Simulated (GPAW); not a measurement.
## SrO (Fm-3m): ε∞ against the local-field cutoff

The size of the dielectric matrix of SrO (Fm-3m) is raised step by step, on the same bands.

The structure is cubic, space group Fm-3m (No. 225). Conventional cell: a = 5.133 Å, b = 5.133 Å, c = 5.133 Å, α = 90.00°, β = 90.00°, γ = 90.00°. Sr on site b is surrounded by 6 O at 2.57 Å. O on site a has 6 Sr at 2.57 Å as nearest neighbours.

Method: GPAW 26.7.0, PBE, RPA, k-mesh 12×12×12, Lorentzian half width 0.15 eV.

Launch of the response step: `OMP_NUM_THREADS=1 python df.py`. The series took 94 s in all, its band step included, on 1 thread of Arm Neoverse V1, with other jobs on the host.

| cutoff (eV) | time of the step (s) | ε∞ |
| --- | --- | --- |
| 40 | 8 | 3.5926 |
| 60 | 8 | 3.5812 |
| 100 | 9 | 3.5341 |
| 150 | 13 | ? |

The number of plane waves grows as cutoff^(3/2); a common extrapolation takes the result as linear in its inverse.

Working, on the rows shown:

| x = cutoff^(−3/2) (eV^−3/2) | y = ε∞ |
| --- | --- |
| 0.00395285 | 3.5926 |
| 0.00215166 | 3.5812 |
| 0.001 | 3.5341 |

Means: x̄ = 0.0023682, ȳ = 3.5693. Σ(x − x̄)(y − ȳ) = 8.251e-05, Σ(x − x̄)² = 4.430e-06. Slope = 8.251e-05 / 4.430e-06 = 18.62; intercept = ȳ − slope · x̄ = 3.5252. The line misses the rows shown by at most 0.016.

Problem. Fill in the last column of the withheld row.

Solution. At x = 0.00054433 the line gives y = 3.5353. The run gave 3.5136, so the extrapolation is off by 0.022, 28 % of the range in the table. The law describes these rows poorly: it misses even the rows shown by over a tenth of the range.

Refitted with all rows, the slope is 22.92 and the intercept 3.5116. The line reaches 3.512 at infinite cutoff, 0.1 % from the last run, while the last two runs differ by 0.58 %. ε∞ moves in steps as shells of reciprocal vectors enter, so the limit is good only to about the larger of these. The cell comes from an older database entry, whose edges can be off by a per cent or so. Excitons are left out; PBE gaps are as a rule too small. The values come from a sum over the points of one k-mesh and carry its error, which grows as the direct gap shrinks. This version of GPAW has incomplete matrix elements in the optical limit, which can lower ε − 1 by up to a tenth where first-row anions or d states rule. Spin-orbit coupling is left out.
